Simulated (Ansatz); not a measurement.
# WC (Fm-3m): the cell at rest

Task: relax WC (Fm-3m) tightly.

Method: DFT PBEsol, scalar-relativistic, plane waves, PAW; PAW set soft_1, in Ansatz 0.2.0.

**1. The structure**

The structure is cubic, space group Fm-3m (No. 225). Conventional cell: a = 4.385 Å, b = 4.385 Å, c = 4.385 Å, α = 90.00°, β = 90.00°, γ = 90.00°. Nearest to W lie 6 C at 2.19 Å. Nearest to C lie 6 W at 2.19 Å. Farther neighbours are not listed.

As a file:

```cif
data_structure
_symmetry_space_group_name_H-M 'P 1'
_symmetry_Int_Tables_number 1
_cell_length_a 3.1009
_cell_length_b 3.1009
_cell_length_c 3.1009
_cell_angle_alpha 60.000
_cell_angle_beta 60.000
_cell_angle_gamma 60.000
_cell_volume 21.08
loop_
_atom_site_label
_atom_site_type_symbol
_atom_site_fract_x
_atom_site_fract_y
_atom_site_fract_z
_atom_site_occupancy
W1 W 0.00000 0.00000 0.00000 1
C2 C 0.50000 0.50000 0.50000 1
```

**2. A coarse first look**

First a cheap look: the gap decides the mesh and the occupations, the pressure tells how far the cell has to move.

input.yaml reads:

```yaml
crystal:
  lattice:
    - [0.0, 2.192684, 2.192684]
    - [2.192684, 0.0, 2.192684]
    - [2.192684, 2.192684, 0.0]
  atoms:
    - { symbol: W, position: [0.0, 0.0, 0.0] }
    - { symbol: C, position: [0.5, 0.5, 0.5] }
kpoints:
  mp_grid: { grid: [8, 8, 8] }
hamiltonian:
  xc: pbesol
  pseudopotentials: { kind: paw, azcp: { folder: soft_1 }, xc_functional: pbe }
scf:
  occupations: { method: gaussian, width: 0.1 }
output:
  forces: true
  stress: true
  eigenvalues: true
```

On the command line:

```bash
ansatz run input.yaml --threads 4 --pin off --max-ram 10240MiB --backend cpu --events-out ev --progress --plain --runs-dir out
```

Numbers of over 12 decimals in the logs are rounded to 6 here.

Output:

```text
Engine: ansatz 0.2.0, aarch64-unknown-linux-gnu
Pseudopotentials: kind: paw
Pseudopotential: W, paw, valence charge 14, recommended cutoff 420 eV (normal), soft_1/W.paw.azcp
Pseudopotential: C, paw, valence charge 4, recommended cutoff 420 eV (normal), soft_1/C.paw.azcp
Functional definition: PBEsol
  exchange = pbesol_x
  correlation = pbesol_c
Crystal: 2 atoms, lattice volume = 21.084 Å³
[...]
k-point 0: bands = [... 5 lower, 18.7188, 18.7188, 18.7188, 20.4549, 20.4549, 20.4549, 20.5112, 20.5112, ... 4 higher]
  k-point 1: bands = [... 5 lower, 17.4324, 17.9325, 17.9325, 19.4135, 19.4135, 20.9133, 23.1880, 23.1880, ... 4 higher]
  k-point 2: bands = [... 5 lower, 15.2821, 16.2976, 16.2976, 20.4170, 20.4170, 21.5243, 26.1650, 26.1650, ... 4 higher]
  k-point 28: bands = [... 5 lower, 15.1731, 15.4223, 15.4223, 21.9747, 21.9747, 23.7700, 24.9254, 26.4036, ... 4 higher]
[key lines of the parts left out:]
SCF converged after 7 iterations
Free energy (F): -10503.812743 eV
Fermi energy:    21.609655 eV
P = ⅓ Tr σ = -9.7276 GPa (-97.276 kbar)
```

Wall time 1 s (4 threads of Arm Neoverse V1, shared host); peak memory 0.27 GiB.

Numbers from this step:

```yaml
pressure: -9.728 GPa
volume_per_atom: 10.54 Å³
gap_on_the_k_mesh: 0 eV
```

The coarse mesh shows no gap and a pressure of -9.7 GPa.

**3. Rough relaxation**

A rough relaxation comes first, because large forces or stress need no tight tolerances yet.

input.yaml: that of step 2 with these lines changed.

```diff
@@ -19 +19,6 @@
   eigenvalues: true
+relax:
+  adjacent_minimum: "off"
+  f_tol: 0.05
+  max_steps: 80
+  cell: { stress_tol: 0.5 }
```

Output:

```text
[...]
Crystal: 2 atoms, lattice volume = 21.084 Å³
Basis set: ecut = 420 eV, 411 PW (Γ), exchange–correlation on 48×48×48 points (8 copies of the dense FFT grid, shifted against one another)
Bands: 13, of which v1, the nominal top of the filled ones, is band 9 counted from 1 (8 counted from 0)
Symmetry: 48 space group operations
[...]
k-points: 29 of 512
[...]
--- Relaxed structure (3 steps of the walk, 3 accepted, 1 SCFs on fresh bases) ---
  F+E_penalty+E_count = -10503.82973771 eV   max|allowed force component| = 1.394e-29 eV/Å   (the final SCF, on the basis selected at the relaxed cell)
  cell:  # Å, volume = 20.5468 Å³
    - [0, 2.173894, 2.173894]
    - [2.173894, 0, 2.173894]
    - [2.173894, 2.173894, 0]
  atoms:
    - { symbol: W, position: [0, 0, 0] }
    - { symbol: C, position: [0.500000, 0.500000, 0.500000] }
[key lines of the parts left out:]
SCF converged after 7 iterations
Free energy (F): -10503.829738 eV
Fermi energy:    22.250259 eV
P = ⅓ Tr σ = -0.2590 GPa (-2.590 kbar)
```

The job ended after 1.4 s (4 threads; peak memory 0.29 GiB; 4.3 s of CPU time).

Step by step:

| step | energy less that of the first step (eV) | largest force component (eV/Å) | pressure (GPa) | volume (Å³) |
| --- | --- | --- | --- | --- |
| 1 | 0.0000 | 0.0000 | -9.73 | 21.08 |
| 2 | -0.0142 | 0.0000 | 5.06 | 20.28 |
| 3 | -0.0178 | 0.0000 | -0.22 | 20.55 |
| 4* | -0.0170 | 0.0000 | -0.26 | 20.55 |

Relaxation steps marked * repeat the geometry before them on a plane-wave basis chosen anew for their cell, so energy and pressure can jump there.

Forces are held to the 48 operations that the run works with; a distortion that breaks them can't arise in this run.

| conventional cell, symmetrised | before | after | change |
| --- | --- | --- | --- |
| a (Å) | 4.385 | 4.348 | -0.9 % |
| b (Å) | 4.385 | 4.348 | -0.9 % |
| c (Å) | 4.385 | 4.348 | -0.9 % |
| volume (Å³/atom) | 10.54 | 10.27 | -2.5 % |

Final coordinates:

```xyz
2
Lattice="0.0000 2.1739 2.1739 2.1739 0.0000 2.1739 2.1739 2.1739 0.0000" Properties=species:S:1:pos:R:3 pbc="T T T"
W     0.0000    0.0000    0.0000
C     2.1739    2.1739    2.1739
```

Numbers from this step:

```
pressure        : -0.2590 GPa
volume per atom : 10.27 Å³
```

In this step the volume went from 10.54 to 10.27 Å³/atom.

**4. Relaxation**

The cell and atoms are relaxed, since residual forces and stress would shift the frequencies.

input.yaml, the sections that differ from step 3:

```yaml
crystal:
  lattice:
    - [0.0, 2.1738936478, 2.1738936478]
    - [2.1738936478, 0.0, 2.1738936478]
    - [2.1738936478, 2.1738936478, 0.0]
  atoms:
    - { symbol: W, position: [0.0, 0.0, 0.0] }
    - { symbol: C, position: [0.5, 0.5, 0.5] }
kpoints:
  mp_grid: { grid: [16, 16, 16] }
relax:
  adjacent_minimum: "off"
  f_tol: 0.005
  max_steps: 80
  cell: { stress_tol: 0.05 }
# hamiltonian, scf, output: as in step 3
```

Output:

```text
[...]
Crystal: 2 atoms, lattice volume = 20.547 Å³
Basis set: ecut = 420 eV, 411 PW (Γ), exchange–correlation on 48×48×48 points (8 copies of the dense FFT grid, shifted against one another)
Bands: 13, of which v1, the nominal top of the filled ones, is band 9 counted from 1 (8 counted from 0)
[... 1 set-up line as in the run before ...]
[...]
k-points: 145 of 4096
[...]
SCF iter   1: F=—  HF=-10505.338162 eV  |F-HF|=—  |Δ(HF+E_count)|=         —  Δρ=1.43e-1  dr2=5.83e0  ethr=3.10e-3  ⟨swp⟩=5.0  Hψ=19747  notcnv=0  defer=2
[...]
SCF iter   7: F=-10503.843560 eV  HF=-10503.843560 eV  |F-HF|=1.15e-9  |Δ(HF+E_count)|=   2.66e-9  Δρ=2.38e-6  dr2=1.42e-9  ethr=1.16e-10  ⟨swp⟩=1.2  Hψ=6523  notcnv=0
SCF 1 converged in 7 iterations: F = -10503.843560 eV  dr2 = 1.42e-9
[...]
relax step   1: F+E_penalty+E_count = -10503.84355957 eV  Δ(F+E_penalty+E_count) = +0.000e0 eV  max|allowed force component| = 3.123e-30 eV/Å  Δτ_max = 0.0000 Å  P = -0.567 GPa  Ω = 20.547 Å³  (7 SCF iters, dr2 threshold 1.00e-7 eV, accepted)
Crystal: 2 atoms, lattice volume = 20.504 Å³
Bands: 17, of which v1, the nominal top of the filled ones, is band 9 counted from 1 (8 counted from 0)
[...]
SCF iter   6: F=-10503.843665 eV  HF=-10503.843665 eV  |F-HF|=3.64e-12  |Δ(HF+E_count)|=  7.28e-12  Δρ=1.83e-8  dr2=3.97e-14  ethr=1.00e-12  ⟨swp⟩=1.0  Hψ=5510  notcnv=0
SCF 2 converged in 6 iterations: F = -10503.843665 eV  dr2 = 3.97e-14
relax step   2: F+E_penalty+E_count = -10503.84366535 eV  Δ(F+E_penalty+E_count) = -1.058e-4 eV  max|allowed force component| = 1.512e-30 eV/Å  Δτ_max = 0.0000 Å  P = +0.242 GPa  Ω = 20.504 Å³  energy of the carried Pulay correction = +6.259e-5 eV  (6 SCF iters, dr2 threshold 2.00e-7 eV, accepted)
Crystal: 2 atoms, lattice volume = 20.517 Å³
[...]
SCF iter   6: F=-10503.843656 eV  HF=-10503.843656 eV  |F-HF|=1.82e-12  |Δ(HF+E_count)|=  1.82e-12  Δρ=7.90e-9  dr2=9.34e-15  ethr=1.00e-12  ⟨swp⟩=1.0  Hψ=5510  notcnv=0
SCF 3 converged in 6 iterations: F = -10503.843656 eV  dr2 = 9.34e-15
relax step   3: F+E_penalty+E_count = -10503.84365619 eV  Δ(F+E_penalty+E_count) = +9.162e-6 eV  max|allowed force component| = 2.761e-30 eV/Å  Δτ_max = 0.0000 Å  P = -0.001 GPa  Ω = 20.517 Å³  energy of the carried Pulay correction = +4.387e-5 eV  (6 SCF iters, dr2 threshold 1.47e-7 eV, accepted)
[...]
SCF iter   7: F=-10503.843628 eV  HF=-10503.843628 eV  |F-HF|=1.82e-12  |Δ(HF+E_count)|=  1.82e-12  Δρ=1.66e-10  dr2=5.73e-18  ethr=1.00e-12  ⟨swp⟩=1.5  Hψ=5644  notcnv=0
SCF 4 converged in 7 iterations: F = -10503.843628 eV  dr2 = 5.73e-18
relax step   4: F+E_penalty+E_count = -10503.84362835 eV  Δ(F+E_penalty+E_count) = +2.784e-5 eV  max|allowed force component| = 2.827e-30 eV/Å  Δτ_max = 0.0000 Å  P = -0.003 GPa  Ω = 20.517 Å³  stress off target by 3.09e-3 GPa  SCF on the basis re-selected at this cell (its energy is not comparable with the rows above)  (7 SCF iters)
[...]
SCF converged after 7 iterations
Free energy (F): -10503.843628 eV
[...]
Internal energy: -10503.838293 eV  (E = F + TS)
E sigma→0 (E₀):  -10503.840961 eV
Entropy (-TS):   -0.005335 eV (-2.668 meV/atom)
Fermi energy:    22.192451 eV
[...]
--- Stress (GPa, compression-positive) ---
       -0.003087      -0.000000      -0.000000
        0.000000      -0.003087      -0.000000
       -0.000000       0.000000      -0.003087
  P = ⅓ Tr σ = -0.0031 GPa (-0.031 kbar)
--- Band table (eV; the first three rows and the last of 145) ---
  k-point 0: bands = [... 5 lower, 19.2859, 19.2859, 19.2859, 21.0779, 21.0779, 21.0779, 21.1556, 21.1556, ... 4 higher]
  k-point 1: bands = [... 5 lower, 18.8756, 19.1990, 19.1990, 20.0958, 20.0958, 21.2612, 22.4477, 22.4477, ... 4 higher]
  k-point 2: bands = [... 5 lower, 17.9778, 18.4884, 18.4884, 20.0081, 20.0081, 21.5627, 23.9040, 23.9040, ... 4 higher]
  k-point 144: bands = [... 5 lower, 15.6812, 15.9600, 15.9600, 22.6624, 22.6624, 24.5554, 25.7660, 27.3355, ... 4 higher]
--- Relaxed structure (3 steps of the walk, 3 accepted, 1 SCFs on fresh bases) ---
[...]
cell:  # Å, volume = 20.5171 Å³
    - [0, 2.172844, 2.172844]
    - [2.172844, 0, 2.172844]
    - [2.172844, 2.172844, 0]
  atoms:
    - { symbol: W, position: [0, 0, 0] }
    - { symbol: C, position: [0.5, 0.5, 0.5] }
```

Run time: 3.9 s. Hardware: 4 threads; peak memory 0.35 GiB; 14 s of CPU time.

Little changed from the start: no atom moved by 0.005 Å and no cell edge by 0.1 %.

This step gave:

- pressure: -0.003087 GPa
- volume per atom: 10.26 Å³

In this step the volume went from 10.27 to 10.26 Å³/atom.

**5. Relaxing to small forces for the phonons**

Phonons need a cell at rest on their own settings, so the relaxation is repeated with tight tolerances on forces and stress, using the mesh and the filling of the phonon run that follows.

input.yaml, the sections that differ from step 4:

```yaml
crystal:
  lattice:
    - [0.0, 2.1728443923, 2.1728443923]
    - [2.1728443923, 0.0, 2.1728443923]
    - [2.1728443923, 2.1728443923, 0.0]
  atoms:
    - { symbol: W, position: [0.0, 0.0, 0.0] }
    - { symbol: C, position: [0.5, 0.5, 0.5] }
scf:
  occupations: { method: methfessel_paxton, width: 0.2 }
relax:
  adjacent_minimum: "off"
  f_tol: 0.001
  max_steps: 60
  cell: { stress_tol: 0.01 }
# kpoints, hamiltonian, output: as in step 4
```

Output:

```text
[...]
Crystal: 2 atoms, lattice volume = 20.517 Å³
Basis set: ecut = 420 eV, 411 PW (Γ), exchange–correlation on 48×48×48 points (8 copies of the dense FFT grid, shifted against one another)
Bands: 13, of which v1, the nominal top of the filled ones, is band 9 counted from 1 (8 counted from 0)
[... 1 set-up line as in the run before ...]
[...]
k-points: 145 of 4096
[...]
k-point 144: bands = [... 5 lower, 15.6827, 15.9616, 15.9616, 22.6645, 22.6645, 24.5577, 25.7686, 27.3383, ... 4 higher]
--- Relaxed structure (3 steps of the walk, 3 accepted, 1 SCFs on fresh bases) ---
[...]
cell:  # Å, volume = 20.5154 Å³
    - [0, 2.172783, 2.172783]
    - [2.172783, 0, 2.172783]
    - [2.172783, 2.172783, 0]
  atoms:
    - { symbol: W, position: [0, 0, 0] }
    - { symbol: C, position: [0.500000, 0.500000, 0.500000] }
[key lines of the parts left out:]
SCF converged after 4 iterations
Free energy (F): -10503.841107 eV
Fermi energy:    22.188169 eV
P = ⅓ Tr σ = -0.0003 GPa (-0.003 kbar)
```

The job ended after 3.5 s (4 threads; peak memory 0.35 GiB).

Little changed from the start: no atom moved by 0.005 Å and no cell edge by 0.1 %.

Numbers from this step:

```
pressure : -2.85e-4 GPa
```

The forces vanish by symmetry and the pressure is 0.000 GPa, within the tolerances set. The cell now holds 10.26 Å³/atom.

**6. Summary of results**

* space group after relaxation (within 0.01 Å): Fm-3m
* lattice constant a: 4.346 Å
* lattice constant b: 4.346 Å
* lattice constant c: 4.346 Å
* volume per atom: 10.3 Å³

The forces vanish by symmetry and the pressure is 0.000 GPa, within the tolerances set. The cell now holds 10.26 Å³/atom. The relaxation keeps the symmetry of its start, so it says nothing on stability against lower symmetry. Spin-orbit coupling is left out, which can matter for the heavy elements here. The PAW files were made for PBE and serve the other functionals too.

[Logs are printed without paths, hosts, clocks, repeated set-up lines and the standing remarks that a program may print on its own settings, such as how far it seeks lower states.]

[Hosts, paths, dates, database ids (printed as entryN), source tags and the programs' standing remarks are cut or masked in the printed files.]
